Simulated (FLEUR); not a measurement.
# E(M) of MnAu

How stiff is the moment of MnAu, and are there other minima?

Calculated with FLEUR MaX-R8.1; LDA (VWN); all-electron FLAPW, Dirac cores, scalar-relativistic bands.

## (1) Starting point

It takes space group Pm-3m (No. 221, cubic). Conventional cell: a = 3.208 Å, b = 3.208 Å, c = 3.208 Å, α = 90.00°, β = 90.00°, γ = 90.00°. Nearest to Mn lie 8 Au at 2.78 Å. Nearest to Au lie 8 Mn at 2.78 Å. Farther neighbours are not listed.

As a file:

```xyz
2
Lattice="3.2078 0.0000 0.0000 0.0000 3.2078 0.0000 0.0000 0.0000 3.2078" Properties=species:S:1:pos:R:3 pbc="T T T"
Mn    1.6039    1.6039    1.6039
Au    0.0000    0.0000    0.0000
```

The cell comes from a database of computed structures and need not be the stable phase.

## (2) The free run

The free run tells which range of moments is worth scanning.

inpgen writes inp.xml from crystal.txt; cutoffs, mixing, functional, smearing and local orbitals are then set in the file. The k list default-1 (kpts.xml, not shown) is a Γ-centred 8×8×8 mesh; where the ranks do not divide the number of points, some are split in two of half the weight.

Contents of inp.xml:

```
<?xml version="1.0" encoding="UTF-8" standalone="no"?>
<fleurInput fleurInputVersion="0.39">
   <comment>
      MnAu
   </comment>
   <calculationSetup>
      <cutoffs Kmax="3.6" Gmax="12.6" GmaxXC="12.6" numbands="0"/>
      <scfLoop itmax="90" minDistance="0.00002" maxIterBroyd="15" imix="Anderson" alpha="0.05" precondParam="0.0" spinf="2.0" sdNocoIR="T"/>
      <coreElectrons ctail="T" frcor="F" kcrel="0" coretail_lmax="0"/>
      <xcFunctional name="vwn" relativisticCorrections="F"/>
      <magnetism jspins="2"/>
      <soc l_soc="F" theta="0.0" phi="0.0" spav="F"/>
      <expertModes spex="0" secvar="F"/>
      <geometryOptimization l_f="F" forcealpha="1.0" forcemix="BFGS" epsdisp="0.00001" epsforce="0.00001"/>
      <ldaU l_linMix="F" mixParam="0.05" spinf="1.0"/>
   </calculationSetup>
   <cell>
      <bzIntegration valenceElectrons="32.0" mode="hist" fermiSmearingEnergy="0.00183747">
         <kPointListSelection listName="default-1"/>
         <xi:include xmlns:xi="http://www.w3.org/2001/XInclude" href="kpts.xml"> </xi:include>
      </bzIntegration>
      <xi:include xmlns:xi="http://www.w3.org/2001/XInclude" href="sym.xml"> </xi:include>
      <bulkLattice scale="1.0">
         <bravaisMatrix>
            <row-1>    6.0617842262754751     0.0000000000000000     0.0000000000000000</row-1>
            <row-2>    0.0000000000000000     6.0617842262754751     0.0000000000000000</row-2>
            <row-3>    0.0000000000000000     0.0000000000000000     6.0617842262754751</row-3>
         </bravaisMatrix>
      </bulkLattice>
   </cell>
   <atomSpecies>
      <species name="Manganese 3.501" element="Mn" atomicNumber="25">
         <mtSphere radius="2.56" gridPoints="847" logIncrement="0.014"/>
         <atomicCutoffs lmax="10" lnonsphr="8"/>
         <electronConfig flipSpins="F">
            <coreConfig>(1s1/2) (2s1/2) (2p1/2) (2p3/2)</coreConfig>
            <valenceConfig>(3s1/2) (3p1/2) (3p3/2) (4s1/2) (3d3/2) (3d5/2)</valenceConfig>
            <stateOccupation state="(3d3/2)" spinUp="1.2505" spinDown="0.7495"/>
            <stateOccupation state="(3d5/2)" spinUp="3.0" spinDown="0.0"/>
         </electronConfig>
         <energyParameters s="4" p="4" d="3" f="4"/>
         <lo type="SCLO" l="0" n="3" eDeriv="0"/>
         <lo type="SCLO" l="1" n="3" eDeriv="0"/>
      </species>
      <species name="Gold (Au)" element="Au" atomicNumber="79">
         <mtSphere radius="2.56" gridPoints="847" logIncrement="0.016"/>
         <atomicCutoffs lmax="10" lnonsphr="8"/>
         <electronConfig flipSpins="F">
            <coreConfig>(1s1/2) (2s1/2) (2p1/2) (2p3/2) (3s1/2) (3p1/2) (3p3/2) (4s1/2) (3d3/2) (3d5/2) (4p1/2) (4p3/2) (5s1/2) (4d3/2) (4d5/2) (4f5/2) (4f7/2)</coreConfig>
            <valenceConfig>(5p1/2) (5p3/2) (6s1/2) (5d3/2) (5d5/2)</valenceConfig>
            <stateOccupation state="(6s1/2)" spinUp="0.500000" spinDown="0.500000"/>
         </electronConfig>
         <energyParameters s="6" p="6" d="5" f="5"/>
         <lo type="SCLO" l="1" n="5" eDeriv="0"/>
      </species>
   </atomSpecies>
   <atomGroups>
      <atomGroup species="Manganese 3.501">
         <relPos label="                   1">1.000/2.000 1.000/2.000 1.000/2.000</relPos>
         <force calculate="T" relaxXYZ="TTT"/>
      </atomGroup>
      <atomGroup species="Gold (Au)">
         <relPos label="                   2">.0000000000 .0000000000 .0000000000</relPos>
         <force calculate="T" relaxXYZ="TTT"/>
      </atomGroup>
   </atomGroups>
   <output dos="F" band="F" slice="F">
      <bandDOS minEnergy="-.5*Htr" maxEnergy="0.5*Htr" sigma="0.015" storeEVData="T"/>
      <plotting iplot="0" polar="F">
         <plot TwoD="T" vec1="  1.0  0.0  0.0" vec2="  0.0  1.0  0.0" vec3="  0.0  0.0  1.0" zero="  0.0  0.0  0.0" file="plot"/>
      </plotting>
      <moessbauerParams electricFieldGradient="F" isomerShift="F" coreHyperfine="F" valenceHyperfine="F"/>
   </output>
</fleurInput>
```

Contents of crystal.txt:

```
MnAu
&input film=F cartesian=F /
3.20775807000  0.00000000000  0.00000000000
0.00000000000  3.20775807000  0.00000000000
0.00000000000  0.00000000000  3.20775807000
1.8897261246
1.0 1.0 1.0

2
25 0.50000000000  0.50000000000  0.50000000000 : 3.501
79 0.00000000000  0.00000000000  0.00000000000

&kpt div1=8 div2=8 div3=8 gamma=T /
```

Command:

```bash
$ OMP_NUM_THREADS=1 inpgen -f crystal.txt > inpgen.log  # inp.xml is then edited as shown
$ OMP_NUM_THREADS=1 mpirun -n 4 fleur_MPI > fleur.log
```

The program printed:

```text
Welcome to FLEUR        (www.flapw.de)
      MaX-Release 8.1          (www.max-centre.eu)

 ========== k-point set info ==========
 Selected k-point list: default-1
 k-point list type: mesh
 0 x 0 x 0
 Number of k points: 36

 ------------Calculation Setup---------------------------
 Number of MPI-tasks      :            4
 Number of PE/node        :            4
 Number of OMP-threads    :            1
 k-points in parallel     :            4
 pe's per k-point         :            1
 No of k-point loops      :            9
 Eigenvalue solver        :       lapack
 Number of basis functions:          198
 Approximate size of matrices (H+S) per k-point:         0.001 GB
 --------------------------------------------------------
 Iteration:     1   Distance:      24.68401635 me/bohr^3
 Iteration:     2   Distance:      15.73964564 me/bohr^3
 Iteration:     3   Distance:       9.32207121 me/bohr^3
 Iteration:     4   Distance:       7.06022737 me/bohr^3
 Iteration:     5   Distance:       5.18075700 me/bohr^3
 Iteration:     6   Distance:       4.12324217 me/bohr^3
 Iteration:     7   Distance:       1.91138618 me/bohr^3
 Iteration:     8   Distance:       2.14848635 me/bohr^3
 Iteration:     9   Distance:       0.62840628 me/bohr^3
 Iteration:    10   Distance:       0.61017370 me/bohr^3
 Iteration:    11   Distance:       0.11603405 me/bohr^3
 Iteration:    12   Distance:       0.06812115 me/bohr^3
 Iteration:    13   Distance:       0.01417880 me/bohr^3
 Iteration:    14   Distance:       0.01458980 me/bohr^3
 Iteration:    15   Distance:       0.00186245 me/bohr^3
 Iteration:    16   Distance:       0.00160978 me/bohr^3
 Iteration:    17   Distance:       0.00151440 me/bohr^3
 Iteration:    18   Distance:       0.00039897 me/bohr^3
 Iteration:    19   Distance:       0.00012999 me/bohr^3
 Iteration:    20   Distance:       0.00006557 me/bohr^3
 Iteration:    21   Distance:       0.00007940 me/bohr^3
 Iteration:    22   Distance:       0.00003660 me/bohr^3
 Iteration:    23   Distance:       0.00000499 me/bohr^3

 ********************************************************************
 Run finished successfully
 Stop message:
   all done
 ********************************************************************

--- out.xml (last complete iteration) ---
<iteration numberForCurrentRun="   23" overallNumber="   23">
         [... left out ...]
         <bandgap value="0.0369054592" units="eV"/>
         <sumValenceSingleParticleEnergies value="-20.7822116663" units="Htr"/>
         <FermiEnergy value="0.3365338042" units="Htr"/>
         <valenceDensity>
            <mtCharges spin="1">
               <mtCharge atomType="1" total="8.9299697" s="1.2039711" p="3.2016117" d="4.4986262" f="0.0187316"/>
               <mtCharge atomType="2" total="7.8788436" s="0.3053409" p="3.1773730" d="4.3749003" f="0.0164084"/>
            </mtCharges>
            <mtCharges spin="2">
               <mtCharge atomType="1" total="5.0829428" s="1.1843981" p="3.1878729" d="0.6868430" f="0.0173682"/>
               <mtCharge atomType="2" total="7.8054243" s="0.3546380" p="3.2009000" d="4.2416677" f="0.0064284"/>
            </mtCharges>
            <spinDependentCharge spin="1" total="17.9857737" interstitial="1.1769604" mtSpheres="16.8088132"/>
            <spinDependentCharge spin="2" total="14.0142263" interstitial="1.1258593" mtSpheres="12.8883671"/>
            <totalCharge value="32.0000000000"/>
         </valenceDensity>
         [... left out ...]
         <allElectronCharges>
            <spinDependentCharge spin="1" total="53.9857737" interstitial="1.1771818" mtSpheres="52.8085918"/>
            <spinDependentCharge spin="2" total="50.0142263" interstitial="1.1260811" mtSpheres="48.8881452"/>
            <totalCharge value="103.9999999913"/>
         </allElectronCharges>
         <magneticMomentsInMTSpheres units="muBohr">
            <globalMagMoment atomType="1" vec="0.00000   0.00000   3.84703"/>
            <localMagMoment atomType="1" vec="0.00000   0.00000   3.84703"/>
            <globalMagMoment atomType="2" vec="0.00000   0.00000   0.07342"/>
            <localMagMoment atomType="2" vec="0.00000   0.00000   0.07342"/>
         </magneticMomentsInMTSpheres>
         <moessbauerParams unitsHFF="kG" unitsIS="e/bohr^3" unitsEFG="Htr/bohr^2">
         </moessbauerParams>
         <totalEnergy value="   -20193.9721619552" units="Htr">
            <sumOfEigenvalues value="   -12379.5725449073">
               <coreElectrons value="-12358.7903332410"/>
               <valenceElectrons value="-20.7822116663"/>
            </sumOfEigenvalues>
            <densityCoulombPotentialIntegral value="-34882.4351370498"/>
            <densityEffectivePotentialIntegral value="-35420.0331590864"/>
            <chargeDenXCDenIntegral value="-405.1006527968"/>
            <FockExchangeEnergyValence value="0.0000000000"/>
            <FockExchangeEnergyCore value="0.0000000000"/>
            <atomTypeDependentContributions atomType="1">
               <electronNucleiInteractionDifferentMTs value="1380.1381902820"/>
               <MadelungTerm value="-9.2048135354"/>
            </atomTypeDependentContributions>
            <atomTypeDependentContributions atomType="2">
               <electronNucleiInteractionDifferentMTs value="23964.7776532872"/>
               <MadelungTerm value="-33.9938977079"/>
            </atomTypeDependentContributions>
            <tkbTimesEntropy value="0.0004203610"/>
            <freeEnergy value="-20193.9725823162"/>
            <extrapolationTo0K value="-20193.9723721357"/>
         </totalEnergy>
         <densityConvergence units="me/bohr^3">
            <chargeDensity spin="1" distance="0.0000021911"/>
            <chargeDensity spin="2" distance="0.0000030681"/>
            <overallChargeDensity distance="0.0000018901"/>
            <spinDensity distance="0.0000049856"/>
         </densityConvergence>
      </iteration>
```

Run time: 14 s. Hardware: 4 MPI ranks of Arm Neoverse V1, shared host; peak memory 0.2 GiB; 55 s of CPU time.

Numbers from this step:

```yaml
free_energy: -549505.9878 eV
program_s_band_gap_on_this_mesh_in_a_metal_only_a_level_spacing: 0.03691 eV
magnetization: 3.971 μB
final_state: ferromagnetic
largest_moment: 3.847 μB
```

After 23 cycles the largest moment stands at 3.85 μB.

## (3) No spin polarisation

Changes to inp.xml since step 2:

```diff
@@ -10,3 +10,3 @@
       <xcFunctional name="vwn" relativisticCorrections="F"/>
-      <magnetism jspins="2"/>
+      <magnetism jspins="1"/>
       <soc l_soc="F" theta="0.0" phi="0.0" spav="F"/>
@@ -31,3 +31,3 @@
    <atomSpecies>
-      <species name="Manganese 3.501" element="Mn" atomicNumber="25">
+      <species name="Manganese (Mn)" element="Mn" atomicNumber="25">
          <mtSphere radius="2.56" gridPoints="847" logIncrement="0.014"/>
@@ -37,4 +37,4 @@
             <valenceConfig>(3s1/2) (3p1/2) (3p3/2) (4s1/2) (3d3/2) (3d5/2)</valenceConfig>
-            <stateOccupation state="(3d3/2)" spinUp="1.2505" spinDown="0.7495"/>
-            <stateOccupation state="(3d5/2)" spinUp="3.0" spinDown="0.0"/>
+            <stateOccupation state="(3d3/2)" spinUp="1.000000" spinDown="1.000000"/>
+            <stateOccupation state="(3d5/2)" spinUp="1.500000" spinDown="1.500000"/>
          </electronConfig>
@@ -57,3 +57,3 @@
    <atomGroups>
-      <atomGroup species="Manganese 3.501">
+      <atomGroup species="Manganese (Mn)">
          <relPos label="                   1">1.000/2.000 1.000/2.000 1.000/2.000</relPos>
```

Changes to crystal.txt since step 2:

```diff
@@ -9,3 +9,3 @@
 2
-25 0.50000000000  0.50000000000  0.50000000000 : 3.501
+25 0.50000000000  0.50000000000  0.50000000000
 79 0.00000000000  0.00000000000  0.00000000000
```

The program printed:

```text
[banner, memory and clock lines left out]
Welcome to FLEUR        (www.flapw.de)
      MaX-Release 8.1          (www.max-centre.eu)

 ========== k-point set info ==========
 Selected k-point list: default-1
 k-point list type: mesh
 0 x 0 x 0
 Number of k points: 36

 [... set-up left out ...]
 Iteration:     1   Distance:      43.09957459 me/bohr^3
 Iteration:     2   Distance:      15.27895127 me/bohr^3
 Iteration:     3   Distance:      12.71295703 me/bohr^3
 Iteration:     4   Distance:       7.64704497 me/bohr^3
 Iteration:     5   Distance:       4.73805398 me/bohr^3
 Iteration:     6   Distance:       6.10397814 me/bohr^3
 Iteration:     7   Distance:       2.60536602 me/bohr^3
 Iteration:     8   Distance:       3.44921101 me/bohr^3
[... lines left out ...]
 Iteration:    15   Distance:       0.00141542 me/bohr^3
 Iteration:    16   Distance:       0.00074957 me/bohr^3
 Iteration:    17   Distance:       0.00016638 me/bohr^3
 Iteration:    18   Distance:       0.00005105 me/bohr^3
 Iteration:    19   Distance:       0.00002198 me/bohr^3
 Iteration:    20   Distance:       0.00000769 me/bohr^3

 ********************************************************************
 Run finished successfully
 Stop message:
   all done
 ********************************************************************

--- out.xml (last complete iteration) ---
<iteration numberForCurrentRun="   20" overallNumber="   20">
         [... left out ...]
         <bandgap value="0.0027521898" units="eV"/>
         <sumValenceSingleParticleEnergies value="-20.9673808656" units="Htr"/>
         <FermiEnergy value="0.3064229323" units="Htr"/>
         [... left out ...]
         <totalEnergy value="   -20193.9238946985" units="Htr">
            <sumOfEigenvalues value="   -12380.8535126741">
               <coreElectrons value="-12359.8861318085"/>
               <valenceElectrons value="-20.9673808656"/>
            </sumOfEigenvalues>
         [... left out ...]
            <freeEnergy value="-20193.9252261742"/>
            <extrapolationTo0K value="-20193.9245604363"/>
         </totalEnergy>
         <densityConvergence units="me/bohr^3">
            <chargeDensity spin="1" distance="0.0000076852"/>
         </densityConvergence>
      </iteration>
```

Wall time 6.8 s (4 MPI ranks); peak memory 0.17 GiB.

This step gave:

```
free energy                                                       : -549504.6992 eV
program's band gap on this mesh (in a metal only a level spacing) : 0.002752 eV
final state                                                       : non-magnetic (no spin polarisation)
```

Its energy lies +1288.6 meV a cell from the free run's.

## (4) Moment fixed at 3.574 μB

Two Fermi energies hold the total moment; the run starts from the free run's density.

Changes to inp.xml since step 3:

```diff
@@ -10,3 +10,3 @@
       <xcFunctional name="vwn" relativisticCorrections="F"/>
-      <magnetism jspins="1"/>
+      <magnetism jspins="2" fixed_moment="3.574"/>
       <soc l_soc="F" theta="0.0" phi="0.0" spav="F"/>
@@ -31,3 +31,3 @@
    <atomSpecies>
-      <species name="Manganese (Mn)" element="Mn" atomicNumber="25">
+      <species name="Manganese 3.501" element="Mn" atomicNumber="25">
          <mtSphere radius="2.56" gridPoints="847" logIncrement="0.014"/>
@@ -37,4 +37,4 @@
             <valenceConfig>(3s1/2) (3p1/2) (3p3/2) (4s1/2) (3d3/2) (3d5/2)</valenceConfig>
-            <stateOccupation state="(3d3/2)" spinUp="1.000000" spinDown="1.000000"/>
-            <stateOccupation state="(3d5/2)" spinUp="1.500000" spinDown="1.500000"/>
+            <stateOccupation state="(3d3/2)" spinUp="1.2505" spinDown="0.7495"/>
+            <stateOccupation state="(3d5/2)" spinUp="3.0" spinDown="0.0"/>
          </electronConfig>
@@ -57,3 +57,3 @@
    <atomGroups>
-      <atomGroup species="Manganese (Mn)">
+      <atomGroup species="Manganese 3.501">
          <relPos label="                   1">1.000/2.000 1.000/2.000 1.000/2.000</relPos>
```

Command:

```bash
$ OMP_NUM_THREADS=1 mpirun -n 4 fleur_MPI > fleur.log
```

The program printed:

```text
[banner, memory and clock lines left out]
Welcome to FLEUR        (www.flapw.de)
      MaX-Release 8.1          (www.max-centre.eu)

 ========== k-point set info ==========
 Selected k-point list: default-1
 k-point list type: mesh
 0 x 0 x 0
 Number of k points: 36

 [... set-up left out ...]
 Iteration:     1   Distance:       4.33108045 me/bohr^3
 Iteration:     2   Distance:       4.14730718 me/bohr^3
 Iteration:     3   Distance:       1.23567895 me/bohr^3
 Iteration:     4   Distance:       0.29234648 me/bohr^3
 Iteration:     5   Distance:       0.26317853 me/bohr^3
 Iteration:     6   Distance:       0.20621578 me/bohr^3
 Iteration:     7   Distance:       0.05162998 me/bohr^3
 Iteration:     8   Distance:       0.07235617 me/bohr^3
 Iteration:     9   Distance:       0.01164738 me/bohr^3
 Iteration:    10   Distance:       0.00443360 me/bohr^3
 Iteration:    11   Distance:       0.00559218 me/bohr^3
 Iteration:    12   Distance:       0.00099839 me/bohr^3
 Iteration:    13   Distance:       0.00102149 me/bohr^3
 Iteration:    14   Distance:       0.00008472 me/bohr^3
 Iteration:    15   Distance:       0.00001212 me/bohr^3

 ********************************************************************
 Run finished successfully
 Stop message:
   all done
 ********************************************************************

--- out.xml (last complete iteration) ---
<iteration numberForCurrentRun="   15" overallNumber="   38">
         [... left out ...]
         <bandgap value="0.0150147523" units="eV"/>
         <sumValenceSingleParticleEnergies value="-10.2530338511" units="Htr"/>
         <bandgap value="0.0104602558" units="eV"/>
         <sumValenceSingleParticleEnergies value="-20.7955172960" units="Htr"/>
         <FermiEnergy value="0.3395352885" units="Htr"/>
         <FixedTotalMoment fermiEnergyUp="0.3097935570" fermiEnergyDown="0.3395352885" units="Htr"/>
         [... left out ...]
         <magneticMomentsInMTSpheres units="muBohr">
            <globalMagMoment atomType="1" vec="0.00000   0.00000   3.56699"/>
            <globalMagMoment atomType="2" vec="0.00000   0.00000   0.00916"/>
         </magneticMomentsInMTSpheres>
         [... left out ...]
         <totalEnergy value="   -20193.9687445971" units="Htr">
            <sumOfEigenvalues value="   -12379.7685775787">
               <coreElectrons value="-12358.9730602827"/>
               <valenceElectrons value="-20.7955172960"/>
            </sumOfEigenvalues>
         [... left out ...]
            <freeEnergy value="-20193.9693959416"/>
            <extrapolationTo0K value="-20193.9690702694"/>
         </totalEnergy>
         <densityConvergence units="me/bohr^3">
            <chargeDensity spin="1" distance="0.0000085228"/>
            <chargeDensity spin="2" distance="0.0000046291"/>
            <overallChargeDensity distance="0.0000064240"/>
            <spinDensity distance="0.0000121187"/>
         </densityConvergence>
      </iteration>
```

It took 9 s on 4 MPI ranks; peak memory 0.2 GiB.

This step gave:

| Item | Value |
| --- | --- |
| magnetization | 3.574 μB |

Its energy lies +86.7 meV a cell from the free run's.

(Part 1 of 2 ends here.)

[Logs and program files are shortened in this print: banners, set-up blocks, solver, clock and traceback lines can be left out without a mark of their own.]

[Logs are printed without paths, hosts, clocks, repeated set-up lines and the standing remarks that a program may print on its own settings, such as how far it seeks lower states.]

[Hosts, paths, dates, database ids (printed as entryN), source tags and the programs' standing remarks are cut or masked in the printed files.]

[Where a cell is said to come from a database of computed structures, the database is the Materials Project.]
